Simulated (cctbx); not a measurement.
# Accept or mend?

Cell a = 6.0470 Å, b = 6.0470 Å, c = 6.0470 Å, α = 90.00°, β = 90.00°, γ = 90.00°; space group Im-3m (no. 229). The compound is TiCd4.

The data are simulated with cctbx, not measured: Ga Kα, λ = 1.3414 Å, to d = 0.83 Å, 50 % of the full sphere, strongest reflection 5000 counts, noise from counting, a 2 % proportional error and a noise floor of 8 counts (s.d.); no absorption.

An anisotropic refinement with weights 1/σ² prints:

```text
Rint 0.035, 32 unique reflections to 0.84 A
cycle     R1     wR2    GooF  max shift (A)
   1  0.0313  0.0580   3.126   0.00000
   2  0.0197  0.0367   1.979   0.00000
final R1 0.0197 wR2 0.0367 GooF 1.979  parameters 3  data/parameter 10.7
atom        x        y        z      Ueq    occ   su(xyz)  su(Uiso or U11)
Cd1    0.25000  0.75000  0.25000   0.0108  1.000  0.00000  0.0005
Mn1    0.00000  0.00000  0.00000   0.0199  1.000  0.00000  0.0018
difference map: max 0.66 min -1.86 rms 0.27
Q1    0.0000  0.0000  0.5000    6    0.66  2.62 A from Cd1
Q2    0.0000  0.1679  0.2904   48    0.56  1.61 A from Cd1
Q3    0.0557  0.3433  0.3433   48    0.54  1.42 A from Cd1
Q4    0.0000  0.1656  0.5000   24    0.50  2.20 A from Cd1
Q5    0.0000  0.0000  0.2019   12    0.45  1.22 A from Mn1
Q6    0.2159  0.2159  0.2159   16    0.34  0.36 A from Cd1
```

Q: Accept it or mend it, and why?

Mend it. The fault: wrong element: Mn1 is Ti. Against the right model at the same level, R1 goes from 0.0104 to 0.0197 and GooF from 0.95 to 1.98 and U of Mn1 swells from 0.0110 to 0.0199 Å². Mn1 has 3 electrons too many and its U swells to shed them, as expected.

The compound is TiCd4. The right model at the same level gives:

```text
Rint 0.035, 32 unique reflections to 0.84 A
cycle     R1     wR2    GooF  max shift (A)
   1  0.0104  0.0191   1.027   0.00000
   2  0.0104  0.0176   0.946   0.00000
final R1 0.0104 wR2 0.0176 GooF 0.946  parameters 3  data/parameter 10.7
atom        x        y        z      Ueq    occ   su(xyz)  su(Uiso or U11)
Cd1    0.25000  0.75000  0.25000   0.0111  1.000  0.00000  0.0002
Ti1    0.00000  0.00000  0.00000   0.0110  1.000  0.00000  0.0008
difference map: max 0.58 min -0.99 rms 0.18
Q1    0.0000  0.3348  0.3348   24    0.58  1.68 A from Cd1
Q2    0.0000  0.0000  0.5000    6    0.57  2.62 A from Cd1
Q3    0.0000  0.1737  0.5000   24    0.48  2.19 A from Cd1
Q4    0.0000  0.1570  0.2868   48    0.37  1.63 A from Cd1
Q5    0.1000  0.3667  0.3667   48    0.31  1.35 A from Cd1
Q6    0.0635  0.0635  0.0635   16    0.21  0.66 A from Ti1
```

This is a model crystal, built by substitution and not relaxed, with assumed displacement parameters.

[Middle refinement cycles are left out of these outputs.]

[Logs are printed without paths, hosts, clocks, repeated set-up lines and the standing remarks that a program may print on its own settings, such as how far it seeks lower states.]
